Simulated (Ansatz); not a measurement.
# NiO2 monolayer (1T): phonons and vibrational spectra, part 3 of 3

Aim: the vibrations of NiO2 monolayer (1T), their spectra, and whether the structure is stable.

Ansatz 0.2.0; DFT PBEsol, scalar-relativistic, plane waves, PAW.

So far. Step 4 (Relaxing to small forces for the phonons): The largest force component left is 0.0020 meV/Å, within the tolerances set. Step 5 (Modes at Γ): Before it was imposed, the acoustic sum rule was missed by 2.1e-4 eV/Å² and the charge sum rule by 0.0015 e. Small misses are needed for a sound result but don't prove that mesh and cutoff are converged. The lowest optical mode is real, 497 cm⁻¹.

### Step 6. The dispersion

Stability and thermal properties need the whole zone. Linear response on a 6×6×1 q mesh gives force constants as far as a supercell of that size would, and the tensors from the zone-centre run are typed in so that the long-range dipole term is interpolated apart.

input.yaml

```yaml
crystal:
  lattice:
    - [2.7833739096, 0.0, 0.0]
    - [-1.3916869548, 2.410472514, 0.0]
    - [0.0, 0.0, 28.308]
  atoms:
    - { symbol: Ni, position: [0.0, 0.0, 0.3532570298] }
    - { symbol: O, position: [0.3333333333, 0.6666666667, 0.3862288871] }
    - { symbol: O, position: [0.6666666667, 0.3333333333, 0.3202851726] }
  periodic: [true, true, false]
kpoints:
  mp_grid: { grid: [12, 12, 1] }
hamiltonian:
  xc: pbesol
scf:
  occupations: { method: fixed }
output:
  eigenvalues: true
phonons:
  method: dfpt
  qmesh: [6, 6, 1]
  temperatures: { t_max: 1000, t_step: 50 }
  qpath:
    path:
      - [0.0, 0.0, 0.0]
      - [0.5, 0.0, 0.0]
      - [0.33333333, 0.33333333, 0.0]
      - [0.0, 0.0, 0.0]
    npoints: 10
  isolated: true
  non_analytic_term:
    high_frequency_dielectric_tensor: [[3.189, 0.0, 0.0], [0.0, 3.189, 0.0], [0.0, 0.0, 1.1073]]
    born_effective_charges:
      - { species: Ni, tensor: [[3.6923, 0.0, 0.0], [0.0, 3.6923, 0.0], [0.0, 0.0, 0.1912]] }
      - { species: O, tensor: [[-1.8461, 0.0, 0.0], [0.0, -1.8461, 0.0], [0.0, 0.0, -0.0956]] }
      - { species: O, tensor: [[-1.8461, 0.0, 0.0], [0.0, -1.8461, 0.0], [0.0, 0.0, -0.0956]] }
    source: "zone-centre run at this cell"
```

On the command line:

```sh
> ansatz run input.yaml --threads 8 --pin off --max-ram 14336MiB --backend cpu --events-out ev --progress --plain --runs-dir out
```

Numbers of over 12 decimals in the logs are rounded to 6 here.

Log:

```text
Warning: phonons: the dynamical matrix that this run interpolates holds no multipole term above the dipole-dipole one, and a site of this crystal is no centre of inversion, so its interpolated transverse optical and acoustic branches and sound speeds can stay off near Gamma, and the density of states and the thermodynamics with them. What a run solves at a wave vector of phonons.qpoints, Gamma apart, where the deck admits one, is free of this, and under fd what a larger phonons.supercell samples
[...]
Crystal: 3 atoms, lattice volume = 189.925 Å³
Basis set: ecut = 420 eV, 3755 PW (Γ), exchange–correlation on 40×40×384 points (8 copies of the dense FFT grid, shifted against one another)
Bands: 19, of which v1, the nominal top of the filled ones, is band 15 counted from 1 (14 counted from 0)
Symmetry: 12 space group operations
k-points: 19 of 144 (irreducible under 6 space group operations, time reversal used)
[...]
SCF iter   1: F=—  HF=-6923.851431 eV  |F-HF|=—  |Δ(HF+E_count)|=         —  Δρ=6.42e-3  dr2=3.98e-2  ethr=1.77e-3  ⟨swp⟩=6.3  Hψ=1937  notcnv=0  defer=38
[...]
SCF iter  11: F=-6923.836935 eV  HF=-6923.836935 eV  |F-HF|=5.73e-11  |Δ(HF+E_count)|=  5.09e-11  Δρ=2.12e-8  dr2=1.00e-12  ethr=1.00e-12  ⟨swp⟩=21.7  Hψ=3533  notcnv=0
SCF 1 converged in 11 iterations: F = -6923.836935 eV  dr2 = 1.00e-12
[...]
NSCF: frozen V_eff on 19 k-points
[...]
DFPT response loops at q = (0, 0, 0) (fractional): preconditioner auto → none (the input reference at scf.mixing.eps_inf says where Resta's filter doesn't serve); β = 0.50; Broyden in place of MSR1
[...]
SCF converged after 11 iterations
Free energy (F): -6923.836935 eV
[...]
Internal energy: -6923.836935 eV  (E = F + TS)
E sigma→0 (E₀):  -6923.836935 eV
Fermi energy:    -8.055397 eV
[...]
--- Band table (eV; the first three rows and the last of 19) ---
  k-point 0: bands = [... 11 lower, -9.3875, -9.0480, -9.0480, -8.1283, -5.5977, -5.5977, -0.6932, -0.2672]
  k-point 1: bands = [... 11 lower, -9.2465, -9.1438, -8.8957, -8.0673, -5.8401, -5.6547, -0.4659, -0.0953]
  k-point 2: bands = [... 11 lower, -9.3403, -8.8428, -8.7123, -8.0755, -6.3899, -5.7717, 0.1521, 0.4118]
  k-point 18: bands = [... 11 lower, -10.8432, -9.7468, -8.6819, -8.6819, -6.3891, -6.3891, 6.5088, 6.6262]
--- Phonons (Γ-DFPT): 6 representative perturbations + reference (Σ response iterations 32) ---
  ASR residual: 4.899e-5 → 0.000e0 eV/Å²; symmetrization residual: 2.085e-6 eV/Å²
[...]
ASR residual per site (eV/Å²): 4.90e-5 2.26e-5 1.82e-5
  Γ frequencies (cm⁻¹): 0.00 0.00 0.00 496.92 496.92 571.89 577.99 577.99 659.19
--- Phonons (arbitrary-q DFPT): 7 irreducible q on the 6×6×1 mesh ---
  q = [0.0000, 0.0000, 0.0000] (star 1, of the zone-centre solve; hermiticity 1.26e-7, symmetrization 1.07e-12, taken by the last average 3.65e-8): -0.00 -0.00 0.00 496.92 496.92 571.89 577.99 577.99 659.19
  q = [0.0000, 0.1667, 0.0000] (star 6, 9 solved perturbations on 78 of 144 k-point pairs; hermiticity 1.21e-7, symmetrization 2.43e-11, taken by the last average 3.38e-8): 51.69 118.30 186.52 508.99 522.55 568.88 578.44 615.63 641.79
[...]
q = [0.1667, 0.1667, 0.0000] (star 6, 6 solved perturbations in 666 linear systems a pass and spin channel, the states on 144 of 144 k-point pairs; hermiticity 8.74e-8, symmetrization 5.70e-11, taken by the last average 3.98e-8): 125.23 216.91 303.41 531.64 531.90 552.41 587.46 593.46 622.25
[...]
sum rule: each row above includes the acoustic sum rule's correction from the zone centre's row sums; it moved no ω² by more than (0.62 cm⁻¹)²
  mesh force constants: q→R imaginary residual 1.28e-18; ASR residual 4.899e-5 → 0.000e0 eV/Å²; symmetrization residual 2.487e-14 eV/Å²
  interpolated dispersion: 31 rows × 9 modes
  density of states and harmonic sums: on the 30×30×1 q-mesh, interpolated from the force constants of a 6×6×1 supercell (with the dipole–dipole term of supplied tensors)
  largest difference from the sums on the solved wave vectors: F 2.52e-2 eV, S 3.22e-5 and C_V 6.87e-6 eV/K
  zero-point energy: 0.255626 eV/cell   skipped modes (ω ≤ 0): 3   left out of the sums: 3.70e-4 of the cell's modes: C_V's classical limit lies that fraction below 3 k_B per atom; for a crystal, a wire or a layer, F and S can be off by more, and a phonons.interpolated_qmesh denser along its periods is the remedy for the sampling
```

Wall time 3.2 min (8 threads of Arm Neoverse V2, shared host); peak memory 1.6 GiB; 25 min of CPU time.

Numbers from this step:

- sum-rule residual before enforcement: 4.90e-5 eV/Å²
- lowest frequency on the path: 0 cm⁻¹
- highest frequency on the path or at a solved wavevector: 659.2 cm⁻¹
- mean frequency: 458.4 cm⁻¹
- lowest mode on the q mesh (acoustic modes at Γ apart): 51.69 cm⁻¹
- zero-point energy per atom: 85.21 meV
- heat capacity at 300 K: 16.64 J/(mol atoms K)
- vibrational entropy at 300 K: 13.13 J/(mol atoms K)

Frequencies (cm⁻¹) solved at each irreducible wavevector; negative means imaginary. Frequencies by wavevector, by row:

| q in reciprocal lattice units | star | mode 1 | mode 2 | mode 3 | mode 4 | mode 5 | mode 6 | mode 7 | mode 8 | mode 9 |
| --- | --- | --- | --- | --- | --- | --- | --- | --- | --- | --- |
| 0 0 0 | 1 | 0 | 0 | 0 | 496.9 | 496.9 | 571.9 | 578 | 578 | 659.2 |
| 0 0.1667 0 | 6 | 51.7 | 118.3 | 186.5 | 509 | 522.5 | 568.9 | 578.4 | 615.6 | 641.8 |
| 0 0.3333 0 | 6 | 164 | 234 | 348.7 | 505.1 | 523.5 | 561.2 | 564.7 | 596.1 | 634.8 |
| 0 -0.5 0 | 3 | 239.2 | 301.5 | 444.1 | 455.5 | 468.8 | 569.9 | 578.8 | 586 | 629.7 |
| 0.1667 0.1667 0 | 6 | 125.2 | 216.9 | 303.4 | 531.6 | 531.9 | 552.4 | 587.5 | 593.5 | 622.2 |
| 0.1667 0.3333 0 | 12 | 216.3 | 320.3 | 412 | 484.4 | 504.7 | 564 | 583.6 | 595.6 | 607.7 |
| 0.3333 0.3333 0 | 2 | 239.7 | 403.2 | 403.2 | 498.9 | 498.9 | 536.4 | 594.2 | 594.2 | 597.5 |

Interpolated from a 6×6×1 q mesh, with the LO-TO term (at Γ the limit along the path; where Γ stands inside the path, tables give the limit on arrival). The phonon branches at the labelled points (cm⁻¹):

| point | branch 1 | branch 2 | branch 3 | branch 4 | branch 5 | branch 6 | branch 7 | branch 8 | branch 9 |
| --- | --- | --- | --- | --- | --- | --- | --- | --- | --- |
| Γ | 0 | 0 | 0 | 497 | 497 | 572 | 578 | 578 | 659 |
| halfway | 104 | 177 | 272 | 517 | 539 | 560 | 571 | 595 | 642 |
| M | 239 | 302 | 444 | 456 | 469 | 570 | 579 | 586 | 630 |
| halfway | 235 | 338 | 442 | 463 | 492 | 567 | 584 | 595 | 606 |
| K | 240 | 403 | 403 | 499 | 499 | 536 | 594 | 594 | 598 |
| halfway | 125 | 217 | 303 | 532 | 532 | 552 | 588 | 594 | 622 |
| Γ | 0 | 0 | 0 | 497 | 497 | 572 | 578 | 578 | 659 |

The phonon branches as a text plot (rows in cm⁻¹):

```
    645 |***************                                   ******
    618 | ******        ************         *******************
    591 |***  *********************************************  ****
    563 |*****************************         ******************
    536 |       ******                *******************
    508 |***************            *********  *****     ********
    481 |               *****************  ****
    453 |                   ********
    426 |                 **        *****  **
    398 |               **              ***  *****
    371 |             **             ***   **
    343 |                          **        **   **
    316 |           **        *****            ***  **
    288 |                 ****
    261 |         **    **                        **  ***
    233 |       **    **  *********************
    206 |           **  **                     ***  **
    179 |     **  **  **                              *****
    151 |       **  **                            **
    124 |   **                                      **   ****
     96 |     **  **                                  ***  **
     69 | ****  **                                           ***
     41 | **  **                                         **  ***
     14 |*****                                             ******
         Γ                   M           K                      Γ
```

Tetrahedra on a 30×30×1 mesh, mean over bins of 10 cm-1. Interpolated from a 6×6×1 q mesh. Phonon density of states against wavenumber; read off at these points:

wavenumber (cm⁻¹), phonon density of states (1/cm⁻¹/cell) and a bar:
```
        5     0.0017 #
       25     0.0024 #
       55     0.0034 #
       75     0.0039 #
       95     0.0045 ##
      115     0.0052 ##
      145     0.0062 ##
      165     0.0071 ###
      185     0.0082 ###
      205     0.0099 ####
      235     0.0234 #########
      255     0.0054 ##
      275     0.0063 ##
      305     0.0098 ####
      325     0.0070 ###
      345     0.0063 ##
      365     0.0060 ##
      395     0.0057 ##
      415     0.0111 ####
      435     0.0073 ###
      465     0.0072 ###
      485     0.0240 #########
      505     0.0335 ############
      515     0.0387 ##############
      525     0.0282 ##########
      555     0.0349 #############
      575     0.0673 #########################
      595     0.0807 ##############################
      615     0.0207 ########
      625     0.0344 #############
      645     0.0099 ####
      665     0.0000
```

The partial phonon density of states has structure finer than the step of the table below, so its rows give means over 20 cm⁻¹, whole bins alone (the curve runs from -10 to 689 cm⁻¹). Peaks (cm⁻¹: height): Ni 183.4: 0.00701, 231.8: 0.0130, 280.1: 0.00725, 306.5: 0.0083, 416.4: 0.00703, 570.3: 0.0127, 627.4: 0.00801; O 517.5: 0.0335, 592.3: 0.0663.

Phonopy on the run's constants, 21x21x1 mesh, Gaussian sigma 5.0 cm-1. Interpolated from a 6×6×1 q mesh. Table of partial phonon density of states by wavenumber; means over each step; values in 1/cm⁻¹/cell:

| wavenumber (cm⁻¹) | Ni | O |
| --- | --- | --- |
| 0 | 8.0e-4 | 4.4e-4 |
| 20 | 0.00127 | 7.2e-4 |
| 40 | 0.00171 | 9.9e-4 |
| 60 | 0.00241 | 0.00140 |
| 80 | 0.00229 | 0.00136 |
| 100 | 0.00324 | 0.00191 |
| 120 | 0.00326 | 0.00192 |
| 140 | 0.00366 | 0.00213 |
| 160 | 0.00444 | 0.00255 |
| 180 | 0.00530 | 0.00295 |
| 200 | 0.00557 | 0.00294 |
| 220 | 0.00960 | 0.00469 |
| 240 | 0.00910 | 0.00418 |
| 260 | 0.00348 | 0.00177 |
| 280 | 0.00531 | 0.00249 |
| 300 | 0.00601 | 0.00246 |
| 320 | 0.00496 | 0.00208 |
| 340 | 0.00500 | 0.00219 |
| 360 | 0.00407 | 0.00184 |
| 380 | 0.00386 | 0.00191 |
| 400 | 0.00413 | 0.00221 |
| 420 | 0.00598 | 0.00315 |
| 440 | 0.00322 | 0.00287 |
| 460 | 0.00196 | 0.00462 |
| 480 | 0.00181 | 0.0174 |
| 500 | 0.00185 | 0.0269 |
| 520 | 0.00172 | 0.0305 |
| 540 | 0.00259 | 0.0175 |
| 560 | 0.0101 | 0.0287 |
| 580 | 0.0101 | 0.0510 |
| 600 | 0.00714 | 0.0425 |
| 620 | 0.00754 | 0.0170 |
| 640 | 0.00582 | 0.0113 |
| 660 | 7.1e-4 | 0.00131 |

Harmonic thermodynamic functions per atom, from the density of states. Interpolated from a 6×6×1 q mesh. Thermodynamic functions, by row:

| T (K) | F_vib (meV/atom) | S (J/mol-atom/K) | C_V (J/mol-atom/K) |
| --- | --- | --- | --- |
| 0 | 85.21 | 0 | 0 |
| 100 | 84.15 | 2.53 | 3.906 |
| 200 | 79.13 | 7.456 | 11.24 |
| 300 | 68.45 | 13.13 | 16.64 |
| 400 | 52.07 | 18.37 | 19.63 |
| 500 | 30.59 | 22.95 | 21.32 |
| 600 | 4.7 | 26.93 | 22.33 |
| 700 | -25.07 | 30.43 | 22.98 |
| 800 | -58.24 | 33.53 | 23.41 |
| 900 | -94.46 | 36.3 | 23.72 |
| 1000 | -133.4 | 38.82 | 23.95 |

Symmetry leaves 7 wavevectors to solve. The lowest mode among them, the acoustic zeros apart, lies at q = (0, 0.167, 0) and is real, 51.7 cm⁻¹.

### Step 7. Another isotope, element Ni, natural mass 58.6934 amu

An isotope changes the mass and not the force constants, so no new electronic calculation is needed; the shifts show which modes move this element.

The same force constants with the mass of Ni changed from 58.693 to 63.928 u (phonopy, no LO-TO term). Both lists are sorted by frequency; levels can cross, so a row need not hold one and the same mode. Modes under 3 cm⁻¹ are left out. Isotope shifts, by row:

| q | rank | natural mass (cm⁻¹) | changed mass (cm⁻¹) |
| --- | --- | --- | --- |
| 0 0 0 | 4 | 496.9 | 496.9 |
| 0 0 0 | 5 | 496.9 | 496.9 |
| 0 0 0 | 6 | 571.9 | 569.6 |
| 0 0 0 | 7 | 578 | 569.6 |
| 0 0 0 | 8 | 578 | 571.9 |
| 0 0 0 | 9 | 659.2 | 649.6 |
| 0 0.1667 0 | 1 | 51.69 | 50.3 |
| 0 0.1667 0 | 2 | 118.3 | 115 |
| 0 0.1667 0 | 3 | 186.5 | 181.4 |
| 0 0.1667 0 | 4 | 509 | 508.9 |
| 0 0.1667 0 | 5 | 522.5 | 522.1 |
| 0 0.1667 0 | 6 | 568.9 | 560.6 |
| 0 0.1667 0 | 7 | 578.4 | 578 |
| 0 0.1667 0 | 8 | 615.6 | 606.9 |
| 0 0.1667 0 | 9 | 641.8 | 632.5 |
| 0 0.3333 0 | 1 | 164 | 159.5 |
| 0 0.3333 0 | 2 | 234 | 227.3 |
| 0 0.3333 0 | 3 | 348.7 | 339.4 |
| 0 0.3333 0 | 4 | 505.1 | 503.9 |
| 0 0.3333 0 | 5 | 523.5 | 518.8 |
| 0 0.3333 0 | 6 | 561.2 | 554.9 |
| 0 0.3333 0 | 7 | 564.7 | 560.7 |
| 0 0.3333 0 | 8 | 596.1 | 595.7 |
| 0 0.3333 0 | 9 | 634.8 | 626.2 |
| 0 -0.5 0 | 1 | 239.2 | 231.7 |
| 0 -0.5 0 | 2 | 301.5 | 291.6 |
| 0 -0.5 0 | 3 | 444.1 | 439 |
| 0 -0.5 0 | 4 | 455.5 | 444.1 |
| 0 -0.5 0 | 5 | 468.8 | 468.8 |
| 0 -0.5 0 | 6 | 569.9 | 564.7 |
| 0 -0.5 0 | 7 | 578.8 | 575.3 |
| 0 -0.5 0 | 8 | 586 | 586 |
| 0 -0.5 0 | 9 | 629.7 | 623 |

A mode of this element alone would shift by -4.18 %. The highest zone-centre frequency without the field goes from 659.2 to 649.6 cm⁻¹ (-1.5 %). The product of the frequency ratios over all optical modes at Γ is 0.957; the product rule, (m/m′)^(3k/2) (M′/M)^(3/2) with k = 1 such atoms and M the mass of the cell, gives 0.957.

### Step 8. Another isotope, element O, natural mass 15.999 amu

The same for O, from 16.00 to 18.00 u.

A mode of this element alone would shift by -5.72 %. The highest zone-centre frequency without the field goes from 659.2 to 635.0 cm⁻¹ (-3.7 %). The product of the frequency ratios over all optical modes at Γ is 0.749; the product rule, (m/m′)^(3k/2) (M′/M)^(3/2) with k = 2 such atoms and M the mass of the cell, gives 0.749.

### Step 9. Summary of results

```yaml
space_group_after_relaxation_within_0p01_a: P-3m1
area_per_atom: 2.24 Å²
gap_on_the_k_mesh: 1.30 eV
highest_optical_mode_at_the_zone_centre_no_lo_to_term: 659 cm⁻¹
lowest_optical_zone_centre_mode: 497 cm⁻¹
largest_born_charge_third_of_the_trace: 2.53 e
lowest_mode_on_the_q_mesh_acoustic_modes_at_gamma_apart: 51.7 cm⁻¹
highest_frequency_on_the_path_or_at_a_solved_wavevector: 659 cm⁻¹
zero_point_energy_per_atom: 85.2 meV
heat_capacity_at_300_k: 16.6 J/(mol atoms K)
vibrational_entropy_at_300_k: 13.1 J/(mol atoms K)
imaginary_modes_on_the_6x6x1_q_mesh: none
```

The structure is a minimum as far as tested: no mode is imaginary at the 7 irreducible wavevectors of the 6×6×1 mesh, and the softest away from the acoustic zeros lies at 52 cm⁻¹. Without the field, the optical modes at Γ span 497 to 659 cm⁻¹. The highest mode in this list at Γ, 659.2 cm⁻¹, has its largest share on O (65 % of the kinetic energy). The strongest infrared line is at 578 cm⁻¹. Averaged over orientations, the strongest Raman line at 532 nm and 300 K is at 497 cm⁻¹. The tensors are the static, non-resonant ones, while 532 nm light (2.33 eV) lies above the computed gap. In a sheet or slab the interpolated bending branch near Γ is rough, since the rotational sum rule isn't imposed. Dielectric tensors refer to the cell with its vacuum. The starting cell was built on a prototype and not taken from a measurement. These are harmonic frequencies at zero temperature: anharmonic shifts, linewidths and thermal expansion are left out.

[Logs are printed without paths, hosts, clocks, repeated set-up lines and the standing remarks that a program may print on its own settings, such as how far it seeks lower states.]

[Hosts, paths, dates, database ids (printed as entryN), source tags and the programs' standing remarks are cut or masked in the printed files.]
